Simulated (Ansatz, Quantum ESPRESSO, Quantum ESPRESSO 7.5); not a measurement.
# Cl-CC-Cl chair, 1 layer: response to a perpendicular field

How does Cl-CC-Cl chair, 1 layer respond to a gate-like field without added charge?

Calculated with Quantum ESPRESSO 7.5; plane-wave DFT, LDA, GBRV ultrasoft pseudopotentials (geometry and cross-check by Ansatz 0.2.0 with PAW datasets; geometry under PBE).

### Step 1. The starting structure

The cell holds 4 atoms: 2 Cl and 2 C. Its edges and angles: a = 2.508 Å, b = 2.508 Å, c = 21.067 Å, α = 90.0°, β = 90.0°, γ = 120.0°. Vacuum lies along c.

This sheet is a model structure: its symmetry is held, and its stability is not tested here.

### Step 2. Relaxation with Ansatz

The geometry comes first, from a plane-wave PAW code, so that the later runs on this slab share one structure.

The input, input.yaml:

```yaml
crystal:
  lattice:
    - [2.508, 0.0, 0.0]
    - [-1.254, 2.1719917127, 0.0]
    - [0.0, 0.0, 21.0666666667]
  atoms:
    - { symbol: Cl, position: [0.6666666667, 0.3333333333, 0.4034810127] }
    - { symbol: C, position: [0.6666666667, 0.3333333333, 0.4879746835] }
    - { symbol: C, position: [0.3333333333, 0.6666666667, 0.5120253165] }
    - { symbol: Cl, position: [0.3333333333, 0.6666666667, 0.5965189873] }
kpoints:
  mp_grid: { grid: [12, 12, 1] }
hamiltonian:
  xc: pbe
scf:
  occupations: { method: fermi_dirac, width: 0.05 }
  convergence: { dr2_threshold: 1.0e-08 }
efield:
  axis: 3
  dipole_correction: true
  ramp_position: 0.97
  ramp_width: 0.04
relax:
  f_tol: 0.01
  cell: { fix: [c, alpha, beta] }
output:
  write_potential: true
  write_density: true
  volumetric_format: npy
```

The run is started by

```bash
> ansatz run input.yaml --threads 2 --pin off --max-ram 4096MiB --backend cpu --events-out ev --progress --plain --runs-dir out
```

Numbers of over 12 decimals in the logs are rounded to 6 here.

Log:

```text
Warning: relax.cell: scf.convergence.dr2_threshold = 1e-8 eV is looser than the 4e-10 eV advised for a relaxation that steers and ends on the stress (1e-10 eV for each atom of the cell: 4). What an SCF threshold leaves in a stress goes as its square root, and in the free energy as the threshold itself, and one threshold admits the most on a small cell: [figures from the program's tests cut] Set scf.convergence.dr2_threshold to 4e-10 eV or tighter. The threshold is an SCF's pass mark: one that does not reach it within its budget of iterations ends unconverged, or closes short of it on a stop that the run arms, and scf.convergence.dr2_threshold's page says what that costs each kind of run
Engine: ansatz 0.2.0, aarch64-unknown-linux-gnu
Pseudopotentials: kind: paw
Pseudopotential: Cl, paw, valence charge 7, recommended cutoff 420 eV (normal), Cl.paw.azcp
Pseudopotential: C, paw, valence charge 4, recommended cutoff 420 eV (normal), C.paw.azcp
Functional definition: PBE
  parameter kappa = 0.804
  parameter beta = 0.066725
  exchange = pbe_x(kappa = kappa, mu = beta*pi^2/3)
  correlation = pbe_c(beta = beta)
Crystal: 4 atoms, lattice volume = 114.758 Å³
Basis set: ecut = 420 eV, 2249 PW (Γ), exchange–correlation on 36×36×288 points (8 copies of the dense FFT grid, shifted against one another)
Bands: 15, of which v1, the nominal top of the filled ones, is band 11 counted from 1 (10 counted from 0)
Symmetry: 6 space group operations
k-points: 19 of 144 (time reversal used)
Non-local potential: Cl, projectors of the file, l = 0: 2, l = 1: 2, l = 2: 2
Non-local potential: C, projectors of the file, l = 0: 2, l = 1: 2, l = 2: 1
PAW form: soft (Blöchl's): semilocal exchange-correlation on the pseudo side does not see the compensation charge
PAW one-centre angular grid: Cl, 110 points (default); XC on 64 Gauss nodes
PAW one-centre angular grid: C, 110 points (default); XC on 64 Gauss nodes
Initial density: superposition of atomic densities (neutral atoms: chi_scale 0, normalization atom), corrected by the library's trained network
Initial wavefunctions: pseudopotential atomic-orbital guess
Functional: x = pbe(κ = 0.804, μ = 0.219515), c = pbe(β = 0.066725)
SCF iter   1: F=—  HF=-2655.203942 eV  |F-HF|=—  |Δ(HF+E_count)|=         —  Δρ=8.67e-3  dr2=4.12e-1  ethr=1.77e-3  p=-0.000 e·Å  D=-6.32e-4 V/Å  ΔV_dip=0.01 eV  dr2_dipole=7.27e-6  V_vac-E_F(+/−)=1.96/1.94 eV  ⟨swp⟩=8.8  Hψ=2139  notcnv=0
efield: sawtooth ramp at fractional position 0.9700 (set: `efield.ramp_position`, or a place that a band, a saddle search or an elastic batch's reference lends), width 0.0400; the density the first Hamiltonian is built on has a dipole p = -0.000 e·Å; the dipole correction subtracts the counter field D = -6.32e-4 V/Å, which shifts the + side's vacuum level by +0.01 eV against the − side's; the planar-averaged density in the ramp window peaks in size at 1.2e-4 e/Å³
preconditioner: auto → LDOS  [metal: Δε(μ)=0.139 eV  Ē_g=13.388 eV  σ=0.050 eV  W_gap=0.47  n_scr=12 (ndim 8)  ℏωp=16.3 eV  f_vac=0.620  D(μ)=0.90/eV (n_scr^D=6)  β→1.0]
SCF iter   2: F=—  HF=-2655.184224 eV  |F-HF|=—  |Δ(HF+E_count)|=   1.97e-2  Δρ=8.22e-3  dr2=2.29e-1  ethr=1.77e-3  p=-0.000 e·Å  D=-3.75e-5 V/Å  ΔV_dip=0.00 eV  dr2_dipole=1.57e-7  V_vac-E_F(+/−)=3.37/3.37 eV  ⟨swp⟩=3.6  Hψ=650  notcnv=0
SCF iter   3: F=—  HF=-2655.143257 eV  |F-HF|=—  |Δ(HF+E_count)|=   4.10e-2  Δρ=1.53e-3  dr2=8.11e-3  ethr=1.04e-3  p=-0.000 e·Å  D=-6.59e-5 V/Å  ΔV_dip=0.00 eV  dr2_dipole=1.78e-7  V_vac-E_F(+/−)=3.13/3.13 eV  ⟨swp⟩=2.9  Hψ=569  notcnv=0
SCF iter   4: F=—  HF=-2655.141833 eV  |F-HF|=—  |Δ(HF+E_count)|=   1.42e-3  Δρ=2.99e-4  dr2=1.64e-4  ethr=3.68e-5  p=-0.000 e·Å  D=-3.15e-5 V/Å  ΔV_dip=0.00 eV  dr2_dipole=3.99e-8  V_vac-E_F(+/−)=3.26/3.26 eV  ⟨swp⟩=2.8  Hψ=535  notcnv=0
SCF iter   5: F=—  HF=-2655.141838 eV  |F-HF|=—  |Δ(HF+E_count)|=   4.42e-6  Δρ=5.95e-5  dr2=4.33e-6  ethr=7.46e-7  p=-0.000 e·Å  D=-3.13e-6 V/Å  ΔV_dip=0.00 eV  dr2_dipole=1.86e-10  V_vac-E_F(+/−)=3.31/3.31 eV  ⟨swp⟩=2.8  Hψ=609  notcnv=0
SCF iter   6: F=—  HF=-2655.141848 eV  |F-HF|=—  |Δ(HF+E_count)|=   1.08e-5  Δρ=8.50e-6  dr2=1.15e-7  ethr=1.97e-8  p=-0.000 e·Å  D=-1.57e-6 V/Å  ΔV_dip=0.00 eV  dr2_dipole=1.18e-10  V_vac-E_F(+/−)=3.32/3.32 eV  ⟨swp⟩=3.1  Hψ=605  notcnv=0
SCF iter   7: F=-2655.141848 eV  HF=-2655.141848 eV  |F-HF|=1.63e-9  |Δ(HF+E_count)|=   2.11e-8  Δρ=1.54e-6  dr2=3.80e-9  ethr=4.55e-11  p=0.000 e·Å  D=1.65e-6 V/Å  ΔV_dip=-0.00 eV  dr2_dipole=1.64e-10  V_vac-E_F(+/−)=3.32/3.32 eV  ⟨swp⟩=11.2  Hψ=2370  notcnv=0
SCF 1 converged in 7 iterations: F = -2655.141848 eV  dr2 = 3.80e-9
  greatest PAW one-centre occupation: 0.925 electrons in one spin orbital (limit 2), on the Cl atom at site 0 (counted from 0), in its partial waves of l = 0
relax step   1: F+E_penalty+E_count = -2655.14184848 eV  Δ(F+E_penalty+E_count) = +0.000e0 eV  max|allowed force component| = 2.289e0 eV/Å  Δτ_max = 0.0000 Å  P = +18.998 GPa  Ω = 114.758 Å³  fix = [c, alpha, beta]  reactions: c +6.608 GPa  (7 SCF iters, accepted)
Crystal: 4 atoms, lattice volume = 126.066 Å³
Basis set: ecut = 420 eV, 2525 PW (Γ), exchange–correlation on 36×36×288 points (8 copies of the dense FFT grid, shifted against one another)
Initial density: handed on by an earlier stage of this run
Initial wavefunctions: those handed on with the density
iter 1 solved again at ethr=2.61e-3 eV; its pass at ethr=3.10e-3 eV (dr2=5.75e-1 eV) is discarded
SCF iter   1: F=—  HF=-2656.716888 eV  |F-HF|=—  |Δ(HF+E_count)|=         —  Δρ=1.38e-2  dr2=5.75e-1  ethr=2.61e-3  p=0.000 e·Å  D=1.78e-6 V/Å  ΔV_dip=-0.00 eV  dr2_dipole=2.27e-11  V_vac-E_F(+/−)=3.66/3.66 eV  ⟨swp⟩=1.0  Hψ=2448  notcnv=0
efield: sawtooth ramp at fractional position 0.9700 (set: `efield.ramp_position`, or a place that a band, a saddle search or an elastic batch's reference lends), width 0.0400; the density the first Hamiltonian is built on has a dipole p = 0.000 e·Å; the dipole correction subtracts the counter field D = 1.78e-6 V/Å, which shifts the + side's vacuum level by -0.00 eV against the − side's; the planar-averaged density in the ramp window peaks in size at 6.6e-7 e/Å³
preconditioner: auto → LDOS  [insulator: Δε(μ)=0.156 eV  Ē_g=13.113 eV  σ=0.050 eV  W_gap=0.60  n_scr=12 (ndim 8)  ℏωp=15.5 eV  f_vac=0.633  D(μ)=0.70/eV (n_scr^D=6)  ε∞_Penn≈2.4  β→1.0]
[...]
relax step  10: F+E_penalty+E_count = -2657.88131119 eV  Δ(F+E_penalty+E_count) = -5.619e-3 eV  max|allowed force component| = 1.039e-2 eV/Å  Δτ_max = 0.0016 Å  P = +0.053 GPa  Ω = 154.488 Å³  energy of the carried Pulay correction = -1.072e-3 eV  fix = [c, alpha, beta]  reactions: c -0.007 GPa  (7 SCF iters, accepted)
relax step  11: F+E_penalty+E_count = -2657.88124856 eV  Δ(F+E_penalty+E_count) = +6.263e-5 eV  max|allowed force component| = 5.460e-4 eV/Å  Δτ_max = 0.0004 Å  P = -0.000 GPa  Ω = 154.746 Å³  energy of the carried Pulay correction = -1.203e-3 eV  fix = [c, alpha, beta]  reactions: c +0.004 GPa  (6 SCF iters, accepted)
iter 1 solved again at ethr=2.72e-6 eV; its pass at ethr=3.10e-3 eV (dr2=5.99e-4 eV) is discarded
SCF iter   1: F=—  HF=-2657.882458 eV  |F-HF|=—  |Δ(HF+E_count)|=         —  Δρ=4.07e-5  dr2=4.10e-7  ethr=2.72e-6  p=-0.000 e·Å  D=-8.47e-6 V/Å  ΔV_dip=0.00 eV  dr2_dipole=1.78e-9  V_vac-E_F(+/−)=3.17/3.17 eV  ⟨swp⟩=3.1  Hψ=2724  notcnv=0
efield: sawtooth ramp at fractional position 0.9700 (set: `efield.ramp_position`, or a place that a band, a saddle search or an elastic batch's reference lends), width 0.0400; the density the first Hamiltonian is built on has a dipole p = -0.000 e·Å; the dipole correction subtracts the counter field D = -8.47e-6 V/Å, which shifts the + side's vacuum level by +0.00 eV against the − side's; the planar-averaged density in the ramp window peaks in size at 8.2e-7 e/Å³
eigensolver tolerance schedule: the retry pair's looser diagonalisation over-reported the residual by 1461.87 of it (diagonalisation noise at an unbounded share of the residual, at the tolerance the schedule requests for it); recorded, not acted on — ethr = c·dr2/N_el stays at c = 1.0e-1
preconditioner: auto → none  [insulator: Δε(μ)=1.514 eV  Ē_g=12.213 eV  σ=0.050 eV  W_gap=1.00  n_scr=12 (ndim 8)  ℏωp=14.0 eV  f_vac=0.648  D(μ)=0.00/eV (n_scr^D=0)  ε∞_Penn≈2.3]
SCF iter   2: F=—  HF=-2657.882485 eV  |F-HF|=—  |Δ(HF+E_count)|=   2.69e-5  Δρ=2.03e-5  dr2=2.39e-7  ethr=1.86e-9  p=0.000 e·Å  D=2.38e-5 V/Å  ΔV_dip=-0.00 eV  dr2_dipole=1.29e-8  V_vac-E_F(+/−)=3.17/3.17 eV  ⟨swp⟩=2.9  Hψ=651  notcnv=0
SCF iter   3: F=—  HF=-2657.882494 eV  |F-HF|=—  |Δ(HF+E_count)|=   8.69e-6  Δρ=1.26e-5  dr2=4.69e-7  ethr=1.08e-9  p=-0.000 e·Å  D=-5.91e-5 V/Å  ΔV_dip=0.00 eV  dr2_dipole=8.35e-8  V_vac-E_F(+/−)=3.17/3.17 eV  ⟨swp⟩=2.4  Hψ=455  notcnv=0
SCF iter   4: F=—  HF=-2657.882498 eV  |F-HF|=—  |Δ(HF+E_count)|=   4.40e-6  Δρ=4.70e-6  dr2=7.63e-8  ethr=1.08e-9  p=0.000 e·Å  D=3.16e-5 V/Å  ΔV_dip=-0.00 eV  dr2_dipole=2.28e-8  V_vac-E_F(+/−)=3.17/3.17 eV  ⟨swp⟩=2.2  Hψ=395  notcnv=0
iter 5 met the thresholds in force, and the SCF goes on: an eigenvalue changes by 7.53 meV, over its tolerance of 3.16 meV (output.eigenvalues, Limitations)
SCF iter   5: F=-2657.882500 eV  HF=-2657.882499 eV  |F-HF|=5.50e-7  |Δ(HF+E_count)|=   8.37e-7  Δρ=2.33e-6  dr2=1.99e-9  ethr=4.55e-11  p=-0.000 e·Å  D=-1.42e-6 V/Å  ΔV_dip=0.00 eV  dr2_dipole=8.44e-11  V_vac-E_F(+/−)=3.17/3.17 eV  ⟨swp⟩=10.2  Hψ=2332  notcnv=0
iter 6 met the thresholds in force, and the SCF goes on: an eigenvalue changes by 4.09 meV, over its tolerance of 3.16 meV (output.eigenvalues, Limitations)
SCF iter   6: F=-2657.882500 eV  HF=-2657.882500 eV  |F-HF|=5.19e-8  |Δ(HF+E_count)|=   4.98e-7  Δρ=7.22e-7  dr2=2.71e-10  ethr=9.05e-12  p=0.000 e·Å  D=3.11e-7 V/Å  ΔV_dip=-0.00 eV  dr2_dipole=6.43e-13  V_vac-E_F(+/−)=3.17/3.17 eV  ⟨swp⟩=6.9  Hψ=1930  notcnv=0
Mixer restart at iter 6: flushing history
SCF iter   7: F=-2657.882500 eV  HF=-2657.882500 eV  |F-HF|=4.06e-10  |Δ(HF+E_count)|=   5.21e-8  Δρ=2.89e-7  dr2=4.12e-10  ethr=1.23e-12  p=0.000 e·Å  D=1.54e-6 V/Å  ΔV_dip=-0.00 eV  dr2_dipole=2.89e-11  V_vac-E_F(+/−)=3.17/3.17 eV  ⟨swp⟩=6.3  Hψ=1816  notcnv=0
SCF 12 converged in 7 iterations: F = -2657.882500 eV  dr2 = 4.12e-10
relax step  12: F+E_penalty+E_count = -2657.88249974 eV  Δ(F+E_penalty+E_count) = -1.251e-3 eV  max|allowed force component| = 7.453e-4 eV/Å  Δτ_max = 0.0000 Å  P = -0.000 GPa  Ω = 154.746 Å³  fix = [c, alpha, beta]  reactions: c -0.001 GPa  stress off target by 4.12e-4 GPa on what of the cell is left free  SCF on the basis re-selected at this cell (its energy is not comparable with the rows above)  (7 SCF iters)
basis re-selected at this cell: Δ(F+E_penalty+E_count) = -1.251e-3 eV, ΔP = -0.000 GPa vs the last step (what re-selecting the basis moved, of the pressure what is left beyond the Pulay correction that the steps carried, after the strain that the cell walked since its last selection, with what the two solves' SCF thresholds leave and, on support functions, any second-order correction that the steps lacked; it is no m [...]
SCF converged after 7 iterations
an eigenvalue changed by more than its tolerance at an iteration that met the thresholds in force, so the SCF went on 2 times, its first undamped step at iteration 6: the last check found none over its tolerance
Free energy (F): -2657.882500 eV
Harris-Foulkes:  -2657.882500 eV  (|F-HF|=4.06e-10)
Internal energy: -2657.882500 eV  (E = F + TS)
E sigma→0 (E₀):  -2657.882500 eV
Entropy (-TS):   -0.000000 eV (-0.000 meV/atom)
Fermi energy:    0.845109 eV
Dipole field:    D = -0.000007 V/Å  (p = -0.000006 e·Å, saw-weighted, corrected)
Work function:   Φ+ = 3.1681 eV   Φ− = 3.1679 eV
Levels:          The Fermi level and band energies are counted from a zero that moves with the ramp; work functions are not
--- Per-component energies (eV) ---
  E_band       = -182.648564
  E_kinetic    = 495.274206
  E_local      = -11498.482959  (includes V_loc(G=0)·N_el)
  E_nonlocal   = 109.353895
  E_hartree    = 5538.354512
  E_xc         = -308.310947
  E_vxc        = -360.673872  (∫ρ·V_xc dr)
  E_paw        = -1515.292359  (= ΣΔE_a)
  E_vpaw       = -4.827845  (= ΣTr[D̂ρ^β])
  E_aug_tail   = 0.000187  (compensation charges beyond the density's cutoff)
  E_efield     = 0.000000  (sawtooth field / dipole correction)
  E_vefield    = 0.000031  (∫n·V_field dr)
  E_ewald      = 4521.220966
  E_smearing   = -0.000000  (= −TS)
  E_closure    = 0.000000  (closes the sum)
  Σ components = -2657.882500   (vs F -2657.882500, Δ=0.00e0)
--- Forces (eV/Å), atoms counted from 1 ---
  atom   1  Cl     0.00000000     0.00000000     0.00001760
  atom   2  C      0.00000000    -0.00000000     0.00074642
  atom   3  C      0.00000000     0.00000000    -0.00074106
  atom   4  Cl     0.00000000    -0.00000000    -0.00001845
  max |Σ_I F_I| component: 4.51e-6 eV/Å
--- Stress (GPa, compression-positive) ---
        0.000412       0.000000      -0.000000
        0.000000       0.000412       0.000000
       -0.000000       0.000000      -0.001090
  P = ⅓ Tr σ = -0.0001 GPa (-0.001 kbar)
--- Band table (eV; the first three rows and the last of 19) ---
  k-point 0: bands = [... 7 lower, -1.2037, -1.2037, 0.0645, 0.0645, 1.5786, 1.8718, 3.0791, 3.8140]
  k-point 1: bands = [... 7 lower, -1.6330, -1.2700, -0.4255, -0.0349, 1.8726, 2.1545, 3.1610, 3.8681]
  k-point 2: bands = [... 7 lower, -2.6178, -1.5873, -1.4711, -0.2942, 2.2314, 2.4771, 3.4080, 4.5069]
  k-point 18: bands = [... 7 lower, -5.3150, -4.2369, -4.2369, -3.9373, 4.1494, 4.1494, 5.2795, 6.4277]
--- Relaxed structure (10 steps of the walk, 9 accepted, 2 SCFs on fresh bases) ---
  F+E_penalty+E_count = -2657.88249974 eV   max|allowed force component| = 7.453e-4 eV/Å   (the final SCF, on the basis selected at the relaxed cell)
  cell:  # Å, volume = 154.7461 Å³
    - [2.912370, 0, 0]
    - [-1.456185, 2.522187, 0]
    - [0, 0, 21.0666666667]
  atoms:
    - { symbol: Cl, position: [0.666667, 0.333333, 0.404701] }
    - { symbol: C, position: [0.666667, 0.333333, 0.487918] }
    - { symbol: C, position: [0.333333, 0.666667, 0.512082] }
    - { symbol: Cl, position: [0.333333, 0.666667, 0.595299] }
```

Elapsed: 28 s, on 2 threads of Arm Neoverse V2, shared host; peak memory 0.35 GiB.

The steps of the relaxation:

```csv
step,energy less that of the first step (eV),largest force component (eV/Å),pressure (GPa),volume (Å³)
1,0.0000,2.2895,19.00,114.76
2,-1.4459,0.5485,10.58,126.07
3,-2.2578,1.0115,3.72,138.05
4,-2.5903,1.1112,-0.21,150.69
5,-2.6161,0.4312,-0.68,152.60
6,-2.6253,0.0746,-0.19,152.28
7,-2.6247,0.1672,-0.02,152.29
8,-2.6255,0.0006,-0.08,152.25
9*,-2.7338,0.0249,0.58,152.25
10,-2.7395,0.0104,0.05,154.49
11,-2.7394,0.0005,0.00,154.75
12*,-2.7407,0.0007,0.00,154.75
```

Relaxation steps marked * repeat the geometry before them on a plane-wave basis chosen anew for their cell, so energy and pressure can jump there. Relaxation step 7 was tried and not accepted.

```csv
cell as run,before,after,change
a (Å),2.508,2.912,+16.1 %
b (Å),2.508,2.912,+16.1 %
```

The atoms that moved most (Å, along periodic axes as changes of fractional coordinates times the final cell, across vacuum about the mean position):

```csv
atom,dx,dy,dz,length
Cl1,0.000,0.000,0.026,0.026
Cl4,0.000,0.000,-0.026,0.026
```

The relaxed structure:

```cif
data_structure
_symmetry_space_group_name_H-M 'P 1'
_symmetry_Int_Tables_number 1
_cell_length_a 2.9124
_cell_length_b 2.9124
_cell_length_c 21.0667
_cell_angle_alpha 90.000
_cell_angle_beta 90.000
_cell_angle_gamma 120.000
_cell_volume 154.75
loop_
_atom_site_label
_atom_site_type_symbol
_atom_site_fract_x
_atom_site_fract_y
_atom_site_fract_z
_atom_site_occupancy
Cl1 Cl 0.66667 0.33333 0.40470 1
C2 C 0.66667 0.33333 0.48792 1
C3 C 0.33333 0.66667 0.51208 1
Cl4 Cl 0.33333 0.66667 0.59530 1
```

This step gave:

| Item | Value |
| --- | --- |
| free energy | -2657.8825 eV |
| Fermi energy | 0.8451 eV |
| gap by band count | 1.514 eV |
| symmetry operations | 6 |
| dipole along the normal | -5.71e-6 e·Å |
| vacuum level at the upper face over a Fermi level inside the gap | 3.168 eV |
| vacuum level at the lower face over a Fermi level inside the gap | 3.168 eV |

(Part 1 of 6 ends here.)

[Logs are printed without paths, hosts, clocks, repeated set-up lines and the standing remarks that a program may print on its own settings, such as how far it seeks lower states.]

[Hosts, paths, dates, database ids (printed as entryN), source tags and the programs' standing remarks are cut or masked in the printed files.]

[Maps of the electrostatic potential energy from Ansatz leave out the sawtooth potential of an applied field or a dipole correction, so their vacuum need not be flat; planar profiles and work functions include it.]
